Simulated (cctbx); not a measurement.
**ZnAg2Te6P2: precision against data quality**

Space group C2/c (no. 15), a = 6.6900 Å, b = 11.3180 Å, c = 28.5630 Å, α = 90.00°, β = 96.55°, γ = 90.00°.

```
atom  mult.       x       y       z  Ueq (Å²)
 Te1      8  0.6542  0.8063  0.8133    0.0192
 Te2      8  0.4179  0.2860  0.5642    0.0161
 Te3      8  0.8426  0.9106  0.6869    0.0212
 Te4      8  0.2550  0.1047  0.6924    0.0206
 Te5      8  0.5081  0.5888  0.5625    0.0226
 Te6      8  0.5962  0.8914  0.9437    0.0176
 Ag1      8  0.3915  0.0859  0.9386    0.0225
 Ag2      8  0.3556  0.1048  0.8123    0.0164
 Zn1      8  0.1132  0.0648  0.1260    0.0269
  P1      8  0.6147  0.7577  0.5836    0.0267
  P2      8  0.6350  0.7709  0.6652    0.0332
```

The model was made for the exercise: a known structure type with other elements put in, its volume estimated, not relaxed; displacement parameters are assumed.

Five simulated data sets (cctbx; Ag Kα, λ = 0.56087 Å; 4 % proportional error) differ in resolution or exposure (noise floor 2 counts in the first three, 8 in the last two). Each is refined with the right model, isotropic at 1.1 Å and anisotropic otherwise. How do the figures of merit and the uncertainties move?

```
d min (Å)  top counts  ⟨I/σ⟩ (unmerged, absences included)  unique  param. (scale apart)   Rint      R1  GooF  largest s.u. xyz (fractional)  s.u. U of P1 (Å²)  largest error (Å)
      1.1        5000                                  2.4     818                    44  0.056  0.0395  1.03                        0.00150             0.0025             0.0113
     0.84        5000                                  1.9    1873                    99  0.077  0.0407  0.90                        0.00101             0.0030             0.0145
      0.6        5000                                  1.3    5137                    99  0.112  0.0614  0.94                        0.00085             0.0021             0.0084
     0.75         300                                  0.1    2634                    99  0.695  0.2717  0.93                        0.02961             0.0524             0.2097
     0.75        3000                                  0.8    2634                    99  0.226  0.0792  0.93                        0.00273             0.0067             0.0277
```

The number of reflections grows roughly as 1/d³: 818, 1873 and 5137 here. R1 follows the noise rather than the truth: at 300 counts it is 0.2717, at 3000 counts 0.0792, while GooF is 0.93 and 0.93: the weights 1/σ² carry the noise. The s.u. of U (U11 where anisotropic) for P1 goes 0.0025, 0.0030, 0.0021 Å² with resolution and 0.0524, 0.0067 Å² with exposure.

Hardware for the 0.6 Å refinement: 0.56 s on 1 thread of Arm Neoverse V2 (shared host), peak memory 0.1 GiB.

[Logs are printed without paths, hosts, clocks, repeated set-up lines and the standing remarks that a program may print on its own settings, such as how far it seeks lower states.]
